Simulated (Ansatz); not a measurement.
# Optical response of ZnCu2SnS4

What colour and refractive index does ZnCu2SnS4 have at this level of theory?

Main program and level: Ansatz 0.2.0; DFT, PBE, plane-wave PAW, default files, scalar-relativistic, independent-particle optical response without local fields.

## (1) The structure

Symmetry: I-4, No. 82, tetragonal system. Conventional cell: a = 5.434 Å, b = 5.434 Å, c = 10.850 Å, α = 90.00°, β = 90.00°, γ = 90.00°. Nearest to Sn lie 4 S at 2.41 Å. Zn has 4 S at 2.33 Å nearest. Nearest to Cu lie 4 S at 2.33 Å. Cu has 4 S at 2.33 Å nearest. Nearest to S lie 1 Zn at 2.33 Å and 2 Cu at 2.33 Å and 1 Sn at 2.41 Å. Farther neighbours and most contacts between anions are not listed.

## (2) Ground state and bands

First the ground state: is it a metal or has it a gap?

This step: DFT, PBE, plane-wave PAW, default files, scalar-relativistic, ground state (Ansatz 0.2.0).

input.yaml reads:

```yaml
crystal:
  lattice:
    - [-2.7171, 2.7171, 5.4248]
    - [2.7171, -2.7171, 5.4248]
    - [2.7171, 2.7171, -5.4248]
  atoms:
    - { symbol: Sn, position: [0.5, 0.5, 0.0] }
    - { symbol: Zn, position: [0.25, 0.75, 0.5] }
    - { symbol: Cu, position: [0.75, 0.25, 0.5] }
    - { symbol: Cu, position: [0.0, 0.0, 0.0] }
    - { symbol: S, position: [0.62799, 0.62839, 0.5128] }
    - { symbol: S, position: [0.88481, 0.37201, 0.0004] }
    - { symbol: S, position: [0.11559, 0.11519, 0.4872] }
    - { symbol: S, position: [0.37161, 0.88441, 0.9996] }
kpoints:
  mp_grid: { grid: [6, 6, 6] }
  band_path:
    path:
      - [[0.0, 0.0, 0.0], [0.0, 0.0, 0.5], [-0.12543357, 0.12543357, 0.5], [-0.31271679, 0.31271679, 0.31271679], [0.0, 0.0, 0.0], [0.5, 0.5, -0.5], [0.31271679, 0.68728321, -0.31271679], [0.0, 0.5, 0.0], [0.25, 0.25, 0.25], [0.5, 0.5, -0.12543357], [0.5, 0.5, -0.5]]
      - [[0.0, 0.0, 0.5], [0.25, 0.25, 0.25]]
    npoints: 5
scf:
  occupations: { method: fermi_dirac, width: 0.05 }
  n_extra_bands: 12
hamiltonian:
  xc: pbe
  pseudopotentials: { kind: paw }
output:
  forces: true
  stress: true
  populations: true
  write_bands: true
  write_density: true
  write_potential: true
  elf: true
  volumetric_format: npy
```

Launch:

```sh
$ ansatz run input.yaml --threads 4 --pin off --max-ram 8192MiB --backend cpu --events-out ev --progress --plain --runs-dir out
```

Numbers of over 12 decimals in the logs are rounded to 6 here.

Log:

```text
scf.n_extra_bands = 12 over 44 filled bands (N_el = 88.0): the run solves 56 bands
Engine: ansatz 0.2.0, aarch64-unknown-linux-gnu
Pseudopotentials: kind: paw
Pseudopotential: Sn, paw, valence charge 14, recommended cutoff 420 eV (normal), Sn.paw.azcp
Pseudopotential: Zn, paw, valence charge 12, recommended cutoff 420 eV (normal), Zn.paw.azcp
Pseudopotential: Cu, paw, valence charge 19, recommended cutoff 420 eV (normal), Cu.paw.azcp
Pseudopotential: S, paw, valence charge 6, recommended cutoff 420 eV (normal), S.paw.azcp
Functional definition: PBE
  parameter kappa = 0.804
  parameter beta = 0.066725
  exchange = pbe_x(kappa = kappa, mu = beta*pi^2/3)
  correlation = pbe_c(beta = beta)
Crystal: 8 atoms, lattice volume = 160.197 Å³
Basis set: ecut = 420 eV, 3083 PW (Γ), exchange–correlation on 90×90×90 points (8 copies of the dense FFT grid, shifted against one another)
Bands: 56, of which v1, the nominal top of the filled ones, is band 44 counted from 1 (43 counted from 0)
Symmetry: 4 space group operations
Space group: I-4 (ITA 82), of the structure as read, at distance tolerance 5.4e-5 Å
k-points: 36 of 216 (time reversal used)
Non-local potential: Sn, projectors of the file, l = 0: 2, l = 1: 2, l = 2: 2, l = 3: 2
Non-local potential: Zn, projectors of the file, l = 0: 2, l = 1: 2, l = 2: 3, l = 3: 1
Non-local potential: Cu, projectors of the file, l = 0: 3, l = 1: 2, l = 2: 3, l = 3: 1
Non-local potential: S, projectors of the file, l = 0: 2, l = 1: 2, l = 2: 2
PAW form: soft (Blöchl's): semilocal exchange-correlation on the pseudo side does not see the compensation charge
PAW one-centre angular grid: Sn, 590 points (default); XC on 64 Gauss nodes
PAW one-centre angular grid: Zn, 590 points (default); XC on 64 Gauss nodes
PAW one-centre angular grid: Cu, 590 points (default); XC on 64 Gauss nodes
PAW one-centre angular grid: S, 110 points (default); XC on 64 Gauss nodes
Initial density: superposition of atomic densities (neutral atoms: chi_scale 0, normalization atom), corrected by the library's trained network
Initial wavefunctions: pseudopotential atomic-orbital guess
Functional: x = pbe(κ = 0.804, μ = 0.219515), c = pbe(β = 0.066725)
SCF iter   1: F=—  HF=-26205.463372 eV  |F-HF|=—  |Δ(HF+E_count)|=         —  Δρ=1.09e-3  dr2=1.43e-3  ethr=1.77e-3  ⟨swp⟩=7.0  Hψ=8917  notcnv=0  defer=53
preconditioner: auto → Resta (q_TF=auto, 2.469 Å⁻¹)  ε∞=5.3  [insulator: Δε(μ)=0.299 eV  Ē_g=11.997 eV  σ=0.050 eV  W_gap=0.89  n_scr=36 (ndim 8)  ℏωp=24.9 eV  f_vac=0.037  D(μ)=0.03/eV (n_scr^D=0)  ε∞_Penn≈5.3]
SCF iter   2: F=—  HF=-26205.464604 eV  |F-HF|=—  |Δ(HF+E_count)|=   1.23e-3  Δρ=1.31e-3  dr2=1.61e-3  ethr=1.62e-6  ⟨swp⟩=2.9  Hψ=4333  notcnv=0  defer=97
SCF iter   3: F=—  HF=-26205.464364 eV  |F-HF|=—  |Δ(HF+E_count)|=   2.40e-4  Δρ=3.36e-4  dr2=1.44e-4  ethr=1.62e-6  ⟨swp⟩=2.0  Hψ=3330  notcnv=0  defer=97
SCF iter   4: F=—  HF=-26205.464518 eV  |F-HF|=—  |Δ(HF+E_count)|=   1.54e-4  Δρ=1.08e-4  dr2=1.32e-5  ethr=1.63e-7  ⟨swp⟩=2.0  Hψ=2795  notcnv=0  defer=97
SCF iter   5: F=—  HF=-26205.464609 eV  |F-HF|=—  |Δ(HF+E_count)|=   9.14e-5  Δρ=8.12e-5  dr2=8.60e-6  ethr=1.50e-8  ⟨swp⟩=2.0  Hψ=3355  notcnv=0  defer=97
SCF iter   6: F=—  HF=-26205.464610 eV  |F-HF|=—  |Δ(HF+E_count)|=   2.97e-7  Δρ=6.75e-5  dr2=5.74e-6  ethr=9.77e-9  ⟨swp⟩=2.0  Hψ=3427  notcnv=0  defer=97
SCF iter   7: F=—  HF=-26205.464610 eV  |F-HF|=—  |Δ(HF+E_count)|=   1.53e-7  Δρ=2.76e-5  dr2=1.18e-6  ethr=6.52e-9  ⟨swp⟩=2.0  Hψ=2160  notcnv=0  defer=97
SCF iter   8: F=—  HF=-26205.464610 eV  |F-HF|=—  |Δ(HF+E_count)|=   1.74e-7  Δρ=9.27e-6  dr2=1.60e-7  ethr=1.34e-9  ⟨swp⟩=2.0  Hψ=2806  notcnv=0  defer=97
SCF iter   9: F=-26205.464610 eV  HF=-26205.464610 eV  |F-HF|=1.39e-8  |Δ(HF+E_count)|=   1.09e-7  Δρ=3.37e-6  dr2=1.83e-8  ethr=1.14e-10  ⟨swp⟩=14.1  Hψ=14582  notcnv=0
SCF 1 converged in 9 iterations: F = -26205.464610 eV  dr2 = 1.83e-8
  greatest PAW one-centre occupation: 1.000 electrons in one spin orbital (limit 2), on the Cu atom at site 2 (counted from 0), in its partial waves of l = 0
NSCF: frozen V_eff on 57 k-points
SCF converged after 9 iterations
Free energy (F): -26205.464610 eV
Harris-Foulkes:  -26205.464610 eV  (|F-HF|=1.39e-8)
Internal energy: -26205.464211 eV  (E = F + TS)
E sigma→0 (E₀):  -26205.464411 eV
Entropy (-TS):   -0.000399 eV (-0.050 meV/atom)
Fermi energy:    8.240656 eV
--- Per-component energies (eV) ---
  E_band       = -1098.835550
  E_kinetic    = 1347.502546
  E_local      = -14949.598068  (includes V_loc(G=0)·N_el)
  E_nonlocal   = 1493.350724
  E_hartree    = 6721.782150
  E_xc         = -1084.281718
  E_vxc        = -725.307561  (∫ρ·V_xc dr)
  E_paw        = -11709.763434  (= ΣΔE_a)
  E_vpaw       = -1708.339892  (= ΣTr[D̂ρ^β])
  E_aug_tail   = 0.000206  (compensation charges beyond the density's cutoff)
  E_ewald      = -8024.456617
  E_smearing   = -0.000399  (= −TS)
  E_closure    = -0.000000  (closes the sum)
  Σ components = -26205.464610   (vs F -26205.464610, Δ=0.00e0)
--- Forces (eV/Å), atoms counted from 1 ---
  atom   1  Sn    -0.00000000     0.00000000     0.00000000
  atom   2  Zn    -0.00000000    -0.00000000     0.00000000
  atom   3  Cu    -0.00000000     0.00000000     0.00000000
  atom   4  Cu    -0.00000000    -0.00000000     0.00000000
  atom   5  S      0.16153376     0.55797081    -0.20459940
  atom   6  S     -0.55797081     0.16153376     0.20459940
  atom   7  S     -0.16153376    -0.55797081    -0.20459940
  atom   8  S      0.55797081    -0.16153376     0.20459940
  max |Σ_I F_I| component: 1.67e-16 eV/Å
--- Stress (GPa, compression-positive) ---
        2.097084       0.000000      -0.000000
       -0.000000       2.097084      -0.000000
       -0.000000      -0.000000       1.996340
  P = ⅓ Tr σ = 2.0635 GPa (20.635 kbar)
--- Band table (eV; the first three rows and the last of 36) ---
  k-point 0: bands = [... 40 lower, 6.7089, 7.9839, 7.9839, 8.0652, 8.3572, 10.0946, 10.9637, 11.8542, ... 8 higher]
  k-point 1: bands = [... 40 lower, 6.8507, 7.2217, 7.7675, 7.9257, 9.1716, 10.6525, 11.3705, 11.7329, ... 8 higher]
  k-point 2: bands = [... 40 lower, 6.9555, 7.1289, 7.4697, 7.7715, 9.3679, 11.0350, 11.2145, 11.7889, ... 8 higher]
  k-point 35: bands = [... 40 lower, 6.9620, 7.0546, 7.2536, 7.2536, 9.5700, 10.1315, 10.1315, 10.5175, ... 8 higher]
--- Löwdin populations: 8 sites ---
  site symbol       q [e]
     0     Sn     13.1920
     1     Zn     10.7232
     2     Cu     18.4099
     3     Cu     18.4075
     4      S      6.6455
     5      S      6.6455
     6      S      6.6455
     7      S      6.6455
  spilling = 0.007790 (of n_electrons = 88.000000)
```

Wall time 20 s (4 threads of Arm Neoverse V2, shared host); peak memory 0.82 GiB.

The column dr2 measures how far the density is from self-consistency, as an energy; F and HF (Harris–Foulkes) agree once it is small.

This step gave:

| Item | Value |
| --- | --- |
| free energy | -26205.4646 eV |
| Fermi energy | 8.241 eV |
| gap by band count | 0.2920 eV |
| electrons | 88 |
| symmetry operations | 4 |
| pressure | 2.064 GPa |
| volume | 160.2 Å³ |
| gap on the path | 0.2920 eV |
| least direct gap on the path | 0.2920 eV |

There is a gap, 0.29 eV on the path, so no carriers' term is needed. The cell is left with a pressure of 2.1 GPa and forces up to 0.62 eV/Å, as it stands unrelaxed at this level.

Electronic bands along the path, in eV, zero at the Fermi level; v1 is the highest filled band, c1 the lowest empty one:

```
          point     v4     v3     v2     v1    c1    c2    c3    c4
              Γ  -1.53  -0.26  -0.26  -0.17  0.12  1.85  2.72  3.61
0.40 of the way  -1.35  -1.12  -0.57  -0.34  1.05  2.57  3.17  3.46
              X  -0.93  -0.82  -0.65  -0.58  0.65  2.14  2.99  3.98
0.40 of the way  -0.94  -0.83  -0.68  -0.61  0.69  2.18  3.08  3.97
              Y  -0.96  -0.87  -0.80  -0.74  0.87  2.35  3.40  3.73
0.40 of the way  -1.20  -1.01  -0.84  -0.75  1.22  2.63  3.09  3.67
              S  -1.41  -1.20  -0.83  -0.70  1.51  2.32  2.98  3.71
0.60 of the way  -1.40  -0.95  -0.59  -0.46  1.14  2.66  3.09  3.37
              Γ  -1.53  -0.26  -0.26  -0.17  0.12  1.85  2.72  3.61
0.40 of the way  -1.54  -0.74  -0.49  -0.49  0.91  1.98  2.81  2.91
              Z  -1.28  -1.19  -0.99  -0.99  1.33  1.89  1.89  2.28
0.40 of the way  -1.28  -1.09  -1.04  -0.91  1.37  1.96  2.16  2.62
             S1  -1.41  -1.20  -0.83  -0.70  1.51  2.32  2.98  3.71
0.60 of the way  -1.34  -1.19  -1.06  -0.61  1.55  2.75  3.07  3.95
              N  -1.28  -1.22  -1.15  -0.65  1.58  3.01  3.12  4.07
0.40 of the way  -1.22  -1.14  -0.91  -0.75  1.30  2.83  3.18  3.77
              P  -0.92  -0.91  -0.73  -0.69  0.90  2.69  2.88  3.29
0.60 of the way  -0.96  -0.89  -0.71  -0.67  0.79  2.34  3.13  3.77
             Y1  -0.96  -0.87  -0.80  -0.74  0.87  2.35  3.40  3.73
0.40 of the way  -1.04  -1.03  -0.97  -0.93  1.29  2.49  2.71  3.19
              Z  -1.28  -1.19  -0.99  -0.99  1.33  1.89  1.89  2.28
      jump to X  -0.93  -0.82  -0.65  -0.58  0.65  2.14  2.99  3.98
0.40 of the way  -0.93  -0.85  -0.67  -0.63  0.74  2.28  2.96  3.79
              P  -0.92  -0.91  -0.73  -0.69  0.90  2.69  2.88  3.29
```

Electrostatic potential energy in the ac plane of the conventional cell at fractional y = 0.000, with atoms of Sn and Zn and Cu within 0.2 Å of it. With pseudopotentials it is smooth inside the atoms' cores, unlike the true potential.

Values in eV, 24 rows by 15 columns, each cell a mean:
```
-39 -31  -4   9  11  12  12  12  12  12  12  10   4 -20 -37
-14  -4   6  10  11  12  12  12  12  12  11  11   9   2 -11
  8   9  10  10  11  11  11  11  11  11  11  10  10  10   9
 11  11  11  10  10   9   7   4   5   8  10  10  11  11  11
 12  12  12  11   9   3 -16 -28 -24  -5   7  10  11  12  12
 12  12  12  11   8  -9 -36 -39 -39 -24   3  10  12  12  12
 12  12  12  11   9  -5 -32 -39 -37 -19   5  10  12  12  12
 11  11  11  11  10   6  -5 -14 -10   2   9  11  11  11  11
  8   9   9  10  10  10   9   8   9  10  10  10  10   9   8
 -5  -1   5   8  10  11  11  12  12  11  10   9   7   2  -4
  1  -7  -6   5   9  11  12  12  12  11  10   7   0  -9  -2
 12   8 -10   1   8  11  12  12  12  11  10   6  -6  -2  12
 12   3  -9   2   9  11  12  12  12  11  10   6  -5  -6  10
 -7  -9  -2   6   9  11  12  12  12  11  10   8   3  -7  -8
  2   4   7   9  10  10  10  10  10  10  10   9   8   6   2
 10  10  10  10  10   8   5   2   3   7   9  10  10  10  10
 11  11  11  10   8   1 -15 -23 -20  -6   6  10  11  11  11
 12  12  12  10   7 -10 -29 -38 -35 -20   1   9  11  12  12
 12  12  11  10   7  -7 -25 -34 -31 -16   3   9  11  12  12
 12  12  11  10   9   5  -6 -13 -10   0   8  10  11  11  12
 11  11  10  10  10   9   8   7   8   9  10  10  10  11  11
  4   7   9  10  11  11  11  11  11  11  11  10  10   8   5
-28 -15   3  10  11  12  12  12  12  12  12  11   7  -6 -24
-39 -36  -8   8  11  12  12  12  12  12  12  10   3 -25 -39
```

ELF in the ac plane of the conventional cell at fractional y = 0.000, with atoms of Sn and Zn and Cu within 0.2 Å of it. It is the smooth field of the valence electrons, not physical close to the nuclei.

Ten even steps from '0' (0.00) to '9' (0.77), each cell a mean:
```
742211000011126
222332100133222
124554211356421
123553211245421
001322233223210
000112597311100
001122476212100
012332222234320
224553211245532
334543111245433
123331000123332
013320000012320
013321000013320
234442100234433
334554211355543
123553222355421
002332111223210
000121000121100
000122000122100
012442211234310
124664212356531
123554211355422
322232000123223
942110000011138
```

[end of part 1 of 2]

[Logs are printed without paths, hosts, clocks, repeated set-up lines and the standing remarks that a program may print on its own settings, such as how far it seeks lower states.]

[Hosts, paths, dates, database ids (printed as entryN), source tags and the programs' standing remarks are cut or masked in the printed files.]
